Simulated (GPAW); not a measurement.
# Quasiparticle gap of Cs2AgBiBr6 (Fm-3m) in GPAW, part 2 of 2

How does a plane-wave GW calculation on Cs2AgBiBr6 (Fm-3m) run from the first input to the gap?

GPAW 26.7.0; LDA and many-body steps on it, plane waves. Known limits of the many-body steps: not at the basis limit; d shell near the gap, gap tends to lie low; no spin-orbit coupling; coarse k mesh.

So far. Step 2 (Ground state): The gap is indirect, with the least direct gap 1.23 eV higher. Step 3 (Bands along the symmetry lines): The gap is 1.078 eV, as in the run before at this level.

### Step 4. Empty states on the mesh, 2×2×2 mesh, 431 bands

Level of this step: DFT, LDA, plane waves, PAW (GPAW).

The sums over transitions need many empty states on a uniform mesh; this step solves for them.

run.py reads:

```python
import json
import numpy as np
from gpaw.mpi import world
from gpaw import GPAW

calc = GPAW('gs.gpw').fixed_density(kpts={'size': (2, 2, 2), 'gamma': True},
    nbands=502,
    convergence={'bands': 431},
    txt='nscf.txt')
calc.write('full.gpw', mode='all')
res = {}
kpts = calc.get_ibz_k_points()
res['kpts'] = kpts
res['eigenvalues'] = [calc.get_eigenvalues(kpt=k) for k in range(len(kpts))]
res['n_electrons'] = calc.get_number_of_electrons()

if world.rank == 0:
    with open('result.json', 'w') as f:
        json.dump(res, f, default=lambda x: x.tolist())
```

Run with:

```
$ mpirun -n 4 gpaw python run.py
```

Numbers of over 12 decimals in the logs are rounded to 6 here.

Output:

```text
Diagonalizing LCAO Hamiltonian
Converting LCAO to pw mode
convergence criteria:
- Maximum integral of absolute [eigenst]ate change: 4e-08 eV^2 / valence electron
maximum number of iterations: 100

SCF iterations
|iter     |     time |      energy | eigst |  dens |
|iter:   1|  |             | +4.10 |       |
|iter:   2|  |             | +2.94 |       |
|iter:   3|  |             | +1.84 |       |
[...]
|iter:  18|  |             | -7.12 |       |
|iter:  19|  |             | -7.34 |       |
|iter:  20|  |             | -7.62c|       |
SCF steps: 20
  __  _  _
 | _ |_)|_||  |
 |__||  | ||/\| - 26.7.0

Input parameters:
  mode=PW(ecut=450.000000),
  convergence={'bands': 431},
  gpts=array([40, 40, 40]),
  kpts=MonkhorstPack(size=(2, 2, 2), gamma=True),
  maxiter=100,
  nbands=502,
  occupations=Occupations(name='fermi-dirac', width=0.001, fixmagmom=False),
  parallel={},
  xc=XC(name='LDA')
# Writing to full.gpw (mode='all')
  [... matrices ...]

timing:  # [seconds]
  Total: 2.323  # ━━━━━━━━━━━━━━━━━━━━━━━━━━━━━━━━━━━━━━━━━━━━━━━━━━━━━━━━━━━
```

Run time: 4.5 min. Hardware: 4 MPI ranks of Arm Neoverse V1, shared host; peak memory 1.4 GiB.

Numbers from this step:

```
gap                                                           : 1.078 eV
k of the valence top                                          : 0.5, 0.5, 0
k of the conduction bottom                                    : 0.5, 0.5, 0.5
least direct gap                                              : 2.347 eV
k points computed                                             : 3
lowest point of the top converged band, above the valence top : 57.0617 eV
```

On this mesh the gap is 1.078 eV.

### Step 5. Screening and self-energy, 2×2×2 mesh, 421 bands, screening to 65 eV

Now the one-shot GW correction: screening in the RPA, then the self-energy of the levels asked for.

This step: G0W0 on LDA, plane waves, PAW.

run.py reads:

```python
import json
import numpy as np
from gpaw.mpi import world
from gpaw.response.g0w0 import G0W0

gw = G0W0('full.gpw',
    filename='gw',
    kpts=[0, 1, 2],
    bands=(44, 48),
    ecut=65,
    nbands=421,
    integrate_gamma='WS',
    ppa=True)
gw.calculate()
res = {mode: {k: v for k, v in r.items() if k != 'sigma_eskwn'}
       for mode, r in gw.all_results.items()}

if world.rank == 0:
    with open('result.json', 'w') as f:
        json.dump(res, f, default=lambda x: x.tolist())
```

Run with:

```
$ mpirun -n 4 gpaw python run.py
```

Output:

```text
Using integrator: PointIntegrator
FrequencyGridDescriptor(from 0.000+0.000j to 0.000+27.211j eV, 2 points)
Nonperiodic BCs:  [False False False]
Using integrator: PointIntegrator
FrequencyGridDescriptor(from 0.000+0.000j to 0.000+27.211j eV, 2 points)
Nonperiodic BCs:  [False False False]
  ___  _ _ _
 |   || | | |
 | | || | | |
 |__ ||_____|
 |___|

BZ k-points: Symmetries present (total): 48

  [... matrices ...]
8 k-points: 2 x 2 x 2 Monkhorst-Pack grid + [1/4,1/4,1/4]
3 k-points in the irreducible part of the Brillouin zone
       k-points in crystal coordinates                weights
   0:     0.00000000    0.00000000    0.00000000          1/8
   1:     0.50000000    0.50000000    0.00000000          3/8
   2:     0.50000000    0.50000000    0.50000000          4/8

Distributing spins, k-points and bands (1 x 3 x 4) over 4 processes
Number of blocks: 1

Quasi particle states:
k-points (IBZ indices): [0, 1, 2]
Band range: (44, 48)
  [... matrices ...]
Computational parameters:
Plane wave cut-off: 65 eV
Number of bands: 421
Coulomb cutoff: None
Broadening: 0.1 eV

fxc modes: GW
Kernel: RPA
Using Godby-Needs plasmon-pole approximation:
  Fitting energy: i*E0, E0 = 1.000 Hartree
Summing all q:

Calculating screened Coulomb potential
No Coulomb truncation
FrequencyGridDescriptor(from 0.000+0.000j to 0.000+27.211j eV, 2 points)
Removing empty qpoint cache files...

Calculating chi0 body with:
    Ground state adapter containing:
    Number of spins: 1
    Number of kpoints: 8
    Number of irreducible kpoints: 3
    Number of completely occupied states: 46
    Number of partially occupied states: 46
    Occupied states memory: 44.921875 M / cpu

    Linear response parametrization:
    q_c: [0.0, 0.0, 0.0]
    Number of frequency points: 2
    Planewave cutoff: 65.0
    Number of bands: 421
    Number of planewaves: 411
    Broadening (eta): 1e-06
    comm.size: 4
    kncomm.size: 4
    blockcomm.size: 1

    Memory estimate of potentially large arrays:
        chi0_wGG: 5.155060 M / cpu
Integrating chi0 body.

Symmetries of q_c:
    Direct symmetries (Uq -> q): 48
    Indirect symmetries (TUq -> q): 0
In total 48 allowed symmetries.

  [... matrices ...]
3 groups of equivalent kpoints. 62.5% reduction.

Integral kind: response function
Integrating chi0 head and wings.

Symmetries of q_c:
    Direct symmetries (Uq -> q): 48
    Indirect symmetries (TUq -> q): 0
In total 48 allowed symmetries.

  [... matrices ...]
3 groups of equivalent kpoints. 62.5% reduction.

Integral kind: response function wings

Calculating chi0 body with:
    Ground state adapter containing:
    Number of spins: 1
    Number of kpoints: 8
    Number of irreducible kpoints: 3
    Number of completely occupied states: 46
    Number of partially occupied states: 46
    Occupied states memory: 44.921875 M / cpu

    Linear response parametrization:
[... the further q-points ...]

Results:
f:      Occupation numbers
eps:     KS-eigenvalues [eV]
vxc:     KS vxc [eV]
exx:     Exact exchange [eV]
sigma:   Self-energies [eV]
dsigma:  Self-energy derivatives
Z:       Renormalization factors
qp:      QP-energies [eV]

k-point 0 (0): (0.000, 0.000, 0.000)                GW
band       f     eps     vxc     exx   sigma  dsigma       Z      qp
                                                                   GW
  44   1.000   1.848 -22.808 -26.454   3.386  -0.280   0.781   1.645
  45   1.000   1.848 -22.808 -26.454   3.386  -0.280   0.781   1.645
  46   0.000   4.689 -13.737  -9.546  -2.974  -0.240   0.806   5.671
  47   0.000   4.689 -13.737  -9.546  -2.974  -0.240   0.806   5.671

k-point 1 (1): (0.500, 0.500, 0.000)                GW
band       f     eps     vxc     exx   sigma  dsigma       Z      qp
                                                                   GW
  44   1.000   1.842 -22.808 -26.465   3.394  -0.280   0.781   1.636
  45   1.000   2.545 -21.635 -24.175   2.553  -0.260   0.793   2.555
  46   0.000   5.225 -14.829 -10.502  -3.000  -0.258   0.795   6.281
  47   0.000   5.225 -14.829 -10.502  -3.000  -0.258   0.795   6.281

k-point 2 (2): (0.500, 0.500, 0.500)                GW
band       f     eps     vxc     exx   sigma  dsigma       Z      qp
                                                                   GW
  44   1.000   1.276 -19.092 -22.831   3.167  -0.291   0.775   0.833
  45   1.000   1.276 -19.092 -22.831   3.167  -0.291   0.775   0.833
  46   0.000   3.623 -14.226 -10.043  -2.923  -0.229   0.814   4.649
  47   0.000   6.155 -16.989 -12.667  -2.858  -0.276   0.784   7.302
```

Wall time 3.1 min (4 MPI ranks); peak memory 4.6 GiB; 12 min of CPU time.

Numbers from this step:

| Property | Result |
| --- | --- |
| G0W0 gap on the points computed | 2.094 eV |
| least direct G0W0 gap on the computed points | 3.726 eV |
| Z at the valence top | 0.7934 |
| Z at the conduction bottom | 0.8139 |
| starting gap on the mesh | 1.078 eV |
| k of the valence top | 0.5, 0.5, 0 |
| k of the conduction bottom | 0.5, 0.5, 0.5 |

The gap on the mesh goes from 1.08 eV to 2.09 eV, a correction of +1.02 eV.

Limits: finite bands, cutoff and mesh; d shell near the gap, gap tends to lie low; no spin-orbit coupling; coarse k mesh. v1 is the top filled band, c1 the lowest empty one. Levels before and after the correction, in eV, zero at the valence-band top of each column:

```
           conduction bottom  valence top
Kohn-Sham               1.08         0.00
     G0W0               2.09         0.00
```

```
                         level  energy (eV)
Kohn-Sham       (0.5 0.5 0) v2       -0.703
Kohn-Sham       (0.5 0.5 0) v1        0.000
Kohn-Sham    (0.5 0.5 0) c1-c2        2.680
Kohn-Sham  (0.5 0.5 0.5) v2-v1       -1.269
Kohn-Sham     (0.5 0.5 0.5) c1        1.078
Kohn-Sham     (0.5 0.5 0.5) c2        3.610
     G0W0       (0.5 0.5 0) v2       -0.919
     G0W0       (0.5 0.5 0) v1        0.000
     G0W0    (0.5 0.5 0) c1-c2        3.726
     G0W0  (0.5 0.5 0.5) v2-v1       -1.722
     G0W0     (0.5 0.5 0.5) c1        2.094
     G0W0     (0.5 0.5 0.5) c2        4.747
```

### Step 6. Where the time went

Times are wall times on 4 MPI ranks of Arm Neoverse V1, shared host, good to a factor of about two.

```
                          step     time  share  memory (GiB)
                  ground state     66 s    8 %           1.2
bands along the symmetry lines  5.6 min   39 %           1.7
      empty states on the mesh  4.5 min   32 %           1.4
     screening and self-energy  3.1 min   22 %           4.6
```

### Step 7. Summary of results

```yaml
lda_gap: 1.08 eV, indirect
g0w0_gap_on_the_mesh: 2.09 eV
gw_settings: 2×2×2 mesh, 421 bands, screening to 65 eV, Godby-Needs plasmon pole
known_limits: not at the basis limit; d shell near the gap, gap tends to lie low; no spin-orbit coupling; coarse k mesh
```

In words: G0W0 moves the gap on the mesh from 1.08 eV to 2.09 eV (+1.02 eV), with Z of 0.79 and 0.81 at the edges. Bands and cutoff are finite, so the gap is not at the basis limit. The miss can reach some tenths of an eV and take either sign; the mesh is an error of its own. These stock PAW sets were not made for GW; the filled d or f shell of Br lies in the frozen core, which bears on start and correction. The 2×2×2 mesh is coarse for this cell, which bears on the long-range parts of exchange and screening. Where an edge is built on 6p states of lead, bismuth or thallium, scalar-relativistic gaps usually stand too wide, by a few tenths to over one eV. A d shell, filled or nearly so, lies near the gap. One-shot GW converges very slowly in bands there, not always from below, and on a semilocal start the gap tends to come out low; starts rich in exact exchange can overshoot instead. The many-body steps are scalar-relativistic: spin-orbit coupling is not in them.

[Paths, hosts, dates, memory and timing lines, banners, echoed tables and standing remarks are left out of the program output.]

[Logs are printed without paths, hosts, clocks, repeated set-up lines and the standing remarks that a program may print on its own settings, such as how far it seeks lower states.]

[Runs of the session that timed out or met a known fault of the program may be left out.]

[Hosts, paths, dates, database ids (printed as entryN), source tags and the programs' standing remarks are cut or masked in the printed files.]
